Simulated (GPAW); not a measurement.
# Calculated records

```
SnO2 (Pnnm): one start, several treatments of the self-energy
1.0
     4.78800    0.00000    0.00000
     0.00000    4.86658    0.00000
     0.00000    0.00000    3.24090
Sn O
2 4
Direct
  0.50000 0.50000 0.50000
  0.00000 0.00000 0.00000
  0.29185 0.32104 0.00000
  0.79185 0.17896 0.50000
  0.20814 0.82104 0.50000
  0.70815 0.67896 0.00000
# method: DFT, LDA, plane waves, PAW (and 3 further levels or steps)
# program: GPAW 26.7.0
# settings of one run: cutoff 600 eV, GPAW PAW setups 1.2.1 data release, 2×2×4 k-mesh, nbands 264
# cost: 6 runs, 3.5 min in all on 4 MPI ranks of Arm Neoverse V2, shared host (the runs of this entry)
# notes: The cell and positions are those that the Materials Project relaxed with its own functionals (PBE, PBE+U or r2SCAN), kept fixed. This is not the form that SnO2 usually takes at ambient conditions. Limits: no spin-orbit coupling. Bands and cutoff are finite, so the gap is not at the basis limit. The miss can reach some tenths of an eV and take either sign; the mesh is an error of its own. The program warns of a poor linear fit in the extrapolation of some level, so the extrapolated values are rough. The 2×2×4 mesh is coarse for this cell, which bears on the long-range parts of exchange and screening.
# G0W0, Godby-Needs plasmon pole: 1.975 eV
# one-shot HSE06: 2.381 eV
# G0W0, extrapolated in the cutoff: 2.094 eV
# one-shot Hartree-Fock: 9.669 eV
# G0W0, full frequency, Hilbert transform: 1.903 eV
# known limits: not at the basis limit; no spin-orbit coupling; coarse k mesh
```

[Paths, hosts, dates, memory and timing lines, banners, echoed tables and standing remarks are left out of the program output.]

[Logs are printed without paths, hosts, clocks, repeated set-up lines and the standing remarks that a program may print on its own settings, such as how far it seeks lower states.]

[Runs of the session that timed out or met a known fault of the program may be left out.]

[Hosts, paths, dates, database ids (printed as entryN), source tags and the programs' standing remarks are cut or masked in the printed files.]
